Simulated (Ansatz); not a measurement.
# Stretching the linear W chain, part 3 of 3

Wanted: energy, moment and open channels of the linear W chain from 12 % compression to 30 % stretch.

Ansatz 0.2.0; DFT RPBE, plane waves, PAW; relaxation of a chain's period (the session's first sound run).

So far, conductance of the lead as this run defines it (G₀): step 3 (At a set period, period over the relaxed period 0.88 …) 6.00; step 6 (period over the relaxed period 1, k-mesh 1×1×35) 6.00; step 7 (period over the relaxed period 1.04, k-mesh 1×1×34) 6.00; step 8 (period over the relaxed period 1.08, k-mesh 1×1×33) 5.00; step 9 (period over the relaxed period 1.13, k-mesh 1×1×31) 5.00. Also absolute moment (μB): step 2 (the relaxed wire) 0.0474; step 8 2.03; step 9 2.45.

**10. The chain at a fixed length, period over the relaxed period 1.2, k-mesh 1×1×29**

Level of this step: DFT RPBE, plane waves, PAW; channels and complex bands of a perfect chain (Ansatz).

The period is set to 1.2 times the relaxed one: longer bonds narrow the bands.

The cell differs from the one that the last finished run ended in (c 2.607 → 2.768 Å).

Contents of input.yaml:

```yaml
crystal:
  lattice:
    - [7.5, 0.0, 0.0]
    - [0.0, 7.5, 0.0]
    - [0.0, 0.0, 2.7683412132]
  atoms:
    - { symbol: W, position: [0.5, 0.5, 0.0], spin: 2.0 }
magnetization:
  spin_polarized: true
kpoints:
  mp_grid: { grid: [1, 1, 29] }
scf:
  occupations: { method: fermi_dirac, width: 0.05 }
hamiltonian:
  xc: rpbe
output:
  transmission:
    e_range: [-2, 2]
    de: 0.035
    kmesh: [1, 1]
    reduced_basis: true
    leads: [[0, 0]]
  stress: true
```

Command:

```bash
$ ansatz run input.yaml --threads 4 --pin off --max-ram 8192MiB --backend cpu --events-out ev --progress --plain --runs-dir out
```

Numbers of over 12 decimals in the logs are rounded to 6 here.

The log of the run:

```text
[...]
Crystal: 1 atoms, lattice volume = 155.719 Å³
Basis set: ecut = 420 eV, 3089 PW (Γ)
Bands: 12, of which v1, the nominal top of the filled ones, is band 7 counted from 1 (6 counted from 0)
Symmetry: 16 space group operations
[...]
k-points: 15 of 29
[...]
Starting moments: Σ|m| = 2 μB on 1 of 1 site
[...]
--- Transmission ---
  basis      : 497 plane waves across, 4 finite elements along
  points     : 1, standing for a mesh of 1 x 1
[...]
crystal 0  : W1, at the sites [0, 0], period 2.7683 Å: whole cells are its period
[...]
filled         : 24.8 meV over the level at which it is neutral
    channels       : 3.000000e0 up, 3.000000e0 down
[...]
[key lines of the parts left out:]
SCF converged after 10 iterations
Magnetization: 3.4211 μB (8.7106 up, 5.2894 down)
Free energy (F): -10391.517522 eV
Fermi energy:    -1.379117 eV
P = ⅓ Tr σ = -1.4255 GPa (-14.255 kbar)
```

Run time: 26 s. Hardware: 4 threads of Intel Xeon Platinum 8488C (Sapphire Rapids), shared host; peak memory 0.76 GiB.

At the computed energy nearest the Fermi level there are 3 spin-up and 3 spin-down channels, and the thermal average gives 3.41 G₀. The change of length costs 0.609 eV a cell and leaves an absolute moment of 3.42 μB a cell.

Between step 3 and this run (period over the relaxed period 1.2 and k-mesh 1×1×29) the value for the conductance of the lead as this run defines it moves from 6.00 G₀ to 3.41 G₀ (-43 %).

**11. At a set period, period over the relaxed period 1.3, k-mesh 1×1×27**

The period is set to 1.3 times the relaxed one: longer bonds narrow the bands.

The cell differs from the one that the last finished run ended in (c 2.768 → 2.999 Å).

Changes to input.yaml since step 10:

```diff
@@ -4,3 +4,3 @@
     - [0.0, 7.5, 0.0]
-    - [0.0, 0.0, 2.7683412132]
+    - [0.0, 0.0, 2.9990363143]
   atoms:
@@ -10,3 +10,3 @@
 kpoints:
-  mp_grid: { grid: [1, 1, 29] }
+  mp_grid: { grid: [1, 1, 27] }
 scf:
```

The log of the run:

```text
[...]
Crystal: 1 atoms, lattice volume = 168.696 Å³
Basis set: ecut = 420 eV, 3291 PW (Γ)
Bands: 12, of which v1, the nominal top of the filled ones, is band 7 counted from 1 (6 counted from 0)
Symmetry: 16 space group operations
[...]
k-points: 14 of 27
[...]
Starting moments: Σ|m| = 2 μB on 1 of 1 site
[...]
--- Transmission ---
  basis      : 497 plane waves across, 4 finite elements along
  points     : 1, standing for a mesh of 1 x 1
[...]
crystal 0  : W1, at the sites [0, 0], period 2.9990 Å: whole cells are its period
[...]
filled         : 24.3 meV under the level at which it is neutral
    channels       : 3.000000e0 up, 1.000000e0 down
[...]
[key lines of the parts left out:]
SCF converged after 12 iterations
Magnetization: 4.7105 μB (9.3553 up, 4.6447 down)
Free energy (F): -10391.261906 eV
Fermi energy:    -1.190846 eV
P = ⅓ Tr σ = -0.7024 GPa (-7.024 kbar)
```

It took 18 s on 4 threads; peak memory 0.52 GiB.

At the computed energy nearest the Fermi level there are 3 spin-up and 1 spin-down channels, and the thermal average gives 2.01 G₀. The change of length costs 0.858 eV a cell and leaves an absolute moment of 4.71 μB a cell.

Between step 3 and this run (period over the relaxed period 1.3 and k-mesh 1×1×27) the value for the conductance of the lead as this run defines it moves from 6.00 G₀ to 2.01 G₀ (-67 %).

**12. Side by side**

Times are for 4 threads of Intel Xeon Platinum 8488C (Sapphire Rapids), shared host. Results by setting:

| no. | period over the relaxed period | conductance of the lead as this run defines it (G₀) | absolute moment (μB) | energy at zero smearing less the lowest (eV) | time | memory (GiB) |
| --- | --- | --- | --- | --- | --- | --- |
| 1 | 0.88 | 6.000 | 0 | 1.106 | 22 s | 0.54 |
| 2 | 0.92 | 6.000 | 0 | 0.4217 | 20 s | 0.54 |
| 3 | 0.96 | 6.000 | 0 | 0.09892 | 19 s | 0.53 |
| 4 | 1 | 6.000 | 0 | 0 | 18 s | 0.52 |
| 5 | 1.04 | 6.000 | 0 | 0.08181 | 18 s | 0.53 |
| 6 | 1.08 | 5.000 | 2.033 | 0.1846 | 25 s | 0.65 |
| 7 | 1.13 | 4.999 | 2.447 | 0.3709 | 23 s | 0.61 |
| 8 | 1.2 | 3.411 | 3.421 | 0.6088 | 26 s | 0.76 |
| 9 | 1.3 | 2.008 | 4.711 | 0.8578 | 18 s | 0.52 |

**13. A repeat with changed settings**

This step: DFT RPBE, plane waves, PAW; channels and complex bands of a perfect chain; changed: hamiltonian.pseudopotentials = {"kind": "paw_fr"}, magnetization = {"noncollinear": true, "spin_orbit": true}, scf.n_extra_bands = 8, scf.convergence.dr2_threshold = 1e-08 (Ansatz 0.2.0).

The atoms of the run at the relaxed period are kept and the input is varied, to see whether the result depends on it.

Contents of input.yaml:

```yaml
crystal:
  lattice:
    - [7.5, 0.0, 0.0]
    - [0.0, 7.5, 0.0]
    - [0.0, 0.0, 2.306951011]
  atoms:
    - { symbol: W, position: [0.5, 0.5, 0.0], spin: 2.0, spin_axis: [0, 0, 1] }
magnetization:
  noncollinear: true
  spin_orbit: true
kpoints:
  mp_grid: { grid: [1, 1, 35] }
scf:
  occupations: { method: fermi_dirac, width: 0.05 }
  n_extra_bands: 8
  convergence: { dr2_threshold: 1.0e-08 }
hamiltonian:
  xc: rpbe
  pseudopotentials: { kind: paw_fr }
output:
  transmission:
    e_range: [-2, 2]
    de: 0.035
    kmesh: [1, 1]
    reduced_basis: true
    leads: [[0, 0]]
  stress: true
```

The log of the run:

```text
Error: inconsistent input (output.transmission.reduced_basis, magnetization.noncollinear): a run with two-component spinors is solved on all plane waves alone: leave reduced_basis out
```

Elapsed: 0.36 s, on 4 threads; peak memory 0.11 GiB.

The program refused the input before any cycle.

The program's message: “Error: inconsistent input (output.transmission.reduced_basis, magnetization.noncollinear): a run with two-component spinors is solved on all plane waves alone: leave reduced_basis out”

**14. Outcome**

```yaml
relaxed_cell_length: 2.307 Å
conductance_at_period_x_0p88: 6.00 G₀
conductance_at_period_x_1p0: 6.00 G₀
conductance_at_period_x_1p13: 5.00 G₀
conductance_at_period_x_1p3: 2.01 G₀
absolute_moment_at_period_x_0p88: 0 μB
absolute_moment_at_period_x_1p0: 0 μB
absolute_moment_at_period_x_1p3: 4.71 μB
```

What this shows: In these runs no moment survives at the shortest period, and one is present from a factor of 1.08 on: longer bonds narrow the bands, which favours exchange splitting. The conductance goes from 6.00 G₀ at the shortest period to 2.01 G₀ at the longest, while the magnetic state changes too. Transport is coherent and elastic here: the atoms are frozen, so scattering by vibrations plays no part. Spin-orbit coupling is left out, which matters for the bands of heavy atoms. No search over magnetic orders was made; another may lie lower. For the perfect chain only parallel moments were started; its antiparallel and spiral orders were not tested. Conductances of a perfect chain off the multiples of half a G0 come from band edges within the thermal window; the square box also splits pairs of bands that an isolated chain keeps degenerate, which moves such edges. The lead's cell of one atom keeps the chain straight and evenly spaced; a zigzag or dimerised form may lie lower.

[Logs are printed without paths, hosts, clocks, repeated set-up lines and the standing remarks that a program may print on its own settings, such as how far it seeks lower states.]

[Hosts, paths, dates, database ids (printed as entryN), source tags and the programs' standing remarks are cut or masked in the printed files.]
